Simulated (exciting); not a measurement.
Consider RbLuS2, space group R-3m.

```
Lu Rb S
1.0
     1.99550    1.15210    7.61267
    -1.99550    1.15210    7.61267
     0.00000   -2.30420    7.61267
Lu Rb S
1 1 2
Direct
  0.50000 0.50000 0.50000
  0.00000 0.00000 0.00000
  0.76970 0.76970 0.76970
  0.23030 0.23030 0.23030
```

Absorber: atom 3, with 3 Lu at 2.72 Å and 3 Rb at 3.29 Å (distorted octahedral, site symmetry 3m). Method: exciting, all-electron LAPW+lo, LDA, exchange and screened direct term (singlet BSE), 2×2×2 shifted k points, 46 conduction bands, |G+q| up to 3 bohr⁻¹ (2.5 in the exchange term), full RPA screening with nempty = 77, Lorentzian half width 0.45 eV.

Predict the S L₂,₃ near-edge structure at this level.

Bound core exciton? Yes on this mesh: the first bright state (over 5 % of the brightest) lies at -0.98 eV from the Kohn–Sham onset and at -1.17 eV from the lowest bare transition of its own mesh. Maxima (height): 1.8 eV (0.46), 9.1 eV (0.86), 10.1 eV (1.00), 13.0 eV (0.79), 14.4 eV (0.90), 19.1 eV (0.60) and 20.2 eV (0.61).

Energy from the Kohn–Sham onset, core level to the lowest empty state found on the meshes used; Im ε in relative units:

```tsv
E (eV)	Im ε
-3.0	0.02
-2.5	0.03
-2.0	0.04
-1.5	0.06
-1.0	0.12
-0.5	0.15
0.0	0.20
0.5	0.27
1.0	0.34
1.5	0.44
2.0	0.45
2.5	0.42
3.0	0.37
3.5	0.35
4.0	0.34
4.5	0.34
5.0	0.39
5.5	0.44
6.0	0.44
6.5	0.46
7.0	0.50
7.5	0.54
8.0	0.58
8.5	0.71
9.0	0.86
9.5	0.85
10.0	0.98
10.5	0.93
11.0	0.80
11.5	0.77
12.0	0.67
12.5	0.71
13.0	0.78
13.5	0.78
14.0	0.84
14.5	0.90
15.0	0.84
15.5	0.78
16.0	0.70
16.5	0.64
17.0	0.60
17.5	0.55
18.0	0.54
18.5	0.56
19.0	0.60
19.5	0.60
20.0	0.59
20.5	0.60
21.0	0.56
```

With 8 k points the binding energies are rough, and fine structure above the first lines is partly noise of the mesh. Exchange and the short-range direct term aren't converged in the kernel cutoff. The zero comes from the unshifted 3×3×3 ground-state mesh; it is exact only where the band minimum lies on that mesh. The conduction states carry no spin here, so the exchange coupling to the spinor core hole is only partly held. The Kohn–Sham onset, 150 eV, is no photon energy (tabulated edge of the element: 162.5 eV): the scale needs a rigid shift. Bands and screening come from semilocal DFT, whose small gap overscreens. Vibrations and energy-dependent lifetimes are left out. The structure is a published determination, not relaxed.

[Banner, clock and machine lines of the logs are left out without a mark of their own.]

[Logs are printed without paths, hosts, clocks, repeated set-up lines and the standing remarks that a program may print on its own settings, such as how far it seeks lower states.]

[Hosts, paths, dates, database ids (printed as entryN), source tags and the programs' standing remarks are cut or masked in the printed files.]
